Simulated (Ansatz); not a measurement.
# Fitting and testing ρ(T) of Re (P6_3/mmc)

Wanted: a compact model of ρ(T) for Re (P6_3/mmc) and a check of it.

The resistivities were computed with Ansatz 0.2.0 (DFT PBE, scalar-relativistic, plane waves, PAW; PAW set soft_1) from the linearised Boltzmann equation with harmonic phonons, on q 6×6×3, k 24×24×12, scattering 36×36×16; the fit below is done by hand on them.

**What experiment says.**

“CRC Handbook of Chemistry and Physics, 84th edition, Electrical Resistivity of Pure Metals” (2003, CRC Press, section 12, read from Wikipedia's data page) quotes from earlier work for Re (bulk crystal): resistivity at 273 K 17.2 μΩ cm.

**1. The data**

The structure is hexagonal, space group P6_3/mmc (No. 194). Conventional cell: a = 2.773 Å, b = 2.773 Å, c = 4.489 Å, α = 90.00°, β = 90.00°, γ = 120.00°. Re on site c is surrounded by 12 Re at 2.76 to 2.77 Å.

This is the relaxed cell of the run, from steps not shown here.

The mean resistivity of the three axes from 50 to 800 K, with one row held back; the colder rows stay outside the fit and test it at the end:

| T (K) | ρ (μΩ cm) |
| --- | --- |
| 50 | 0.7448 |
| 80 | 2.343 |
| 100 | 3.507 |
| 150 | 6.329 |
| 200 | 9.019 |
| 273 | 12.85 |
| 300 | 14.26 |
| 400 | 19.48 |
| 500 | 24.75 |
| 600 | ? |
| 800 | 40.75 |

No spin–orbit coupling, which matters for Re.

**2. The fit**

Bloch and Grüneisen's form is ρ(T) = A (T/Θ)⁵ J₅(Θ/T), with J₅(z) the integral of x⁵/((eˣ − 1)(1 − e⁻ˣ)) from 0 to z. It goes as T⁵ far below Θ and as A T/(4Θ) far above. For a trial Θ the best A is the geometric mean of ρ/[(T/Θ)⁵ J₅] over the rows, and the scatter of that ratio measures the fit:

| Θ (K) | A (μΩ cm) | scatter (%) |
| --- | --- | --- |
| 156 | 26.78 | 21.4 |
| 208 | 38.26 | 11.5 |
| 234 | 44.78 | 6.0 |
| 260 | 51.92 | 1.0 |
| 286 | 59.74 | 6.1 |
| 324 | 72.56 | 15.1 |
| 390 | 99.35 | 31.1 |

The scatter is least at Θ = 260 K, with A = 51.92 μΩ cm (1.0 % r.m.s.).

| T (K) | computed | fit |
| --- | --- | --- |
| 50 | 0.7448 | 0.7446 |
| 80 | 2.343 | 2.341 |
| 100 | 3.507 | 3.508 |
| 150 | 6.329 | 6.367 |
| 200 | 9.019 | 9.104 |
| 273 | 12.85 | 12.97 |
| 300 | 14.26 | 14.37 |
| 400 | 19.48 | 19.51 |
| 500 | 24.75 | 24.59 |
| 800 | 40.75 | 39.71 |

**3. Prediction and check**

At T = 600 K, Θ/T = 0.433, J₅ = 0.008724 and (T/Θ)⁵ = 65.45, so the fit gives 29.65 μΩ cm. The computed value is 30.06 μΩ cm: the fit is off by -1.39 %. Outside its range, at 20 K, it gives 0.0172 against 0.0166 μΩ cm computed, 1.04 times that; at that temperature the run's own test moves by 11 % between meshes in the component that moves most. Among the rows used, the largest miss is -2.6 %, at 800 K.

**4. Reading Θ and A**

Θ = 260 K is 1.55 times ħω_log/k_B (168 K) and 0.91 of the highest phonon frequency (285 K). The high-temperature slope of the fit, A/(4Θ), is 0.0499 μΩ cm/K. The same slope from the run's transport coupling and plasma energy, 2π k_B λ_tr/(ħ ε₀ ω_p²) with λ_tr = 0.650, 0.650, 0.747 (xx, yy, zz) and ħω_p = 6.89, 6.89, 8.6 (xx, yy, zz) eV, is 0.0503 μΩ cm/K in the mean of the axes, +0.7 % from it. For comparison, the computed rows rise by 0.0534 μΩ cm/K between the two hottest.

**5. Outcome**

| Property | Result |
| --- | --- |
| Θ | 260 K |
| A | 51.92 μΩ cm |
| scatter of the fit | 1.0 % |
| held-back row at 600 K, fit against computed | 29.65 against 30.06 μΩ cm |

In words: Two numbers, Θ = 260 K and A = 51.9 μΩ cm, hold the computed ρ(T) from 50 to 800 K within 0.99 % r.m.s. and predict the held-back row within 1.39 %. The mean hides an anisotropy: at 300 K the components are 15.8, 15.8, 11.2 (xx, yy, zz) μΩ cm. Spin–orbit coupling is left out. The fit describes the calculation: impurities, thermal expansion, changes of phase and anharmonicity are in neither.

Comparison with the measured values:

| quantity | measured | q 6×6×3, fine 36×36×16 |
| --- | --- | --- |
| resistivity at 273 K (computed: phonon part alone; the measured value holds the sample's residual resistivity) (μΩ cm) | 17.2 | 12.85 (-25.3 %) |

Measured values from CRC Press, section 12, read from Wikipedia's data page (2003).

How well it matches: The resistivity at 273 K is off by -25.3 %: a clear miss.

[Hosts, paths, dates, database ids (printed as entryN), source tags and the programs' standing remarks are cut or masked in the printed files.]
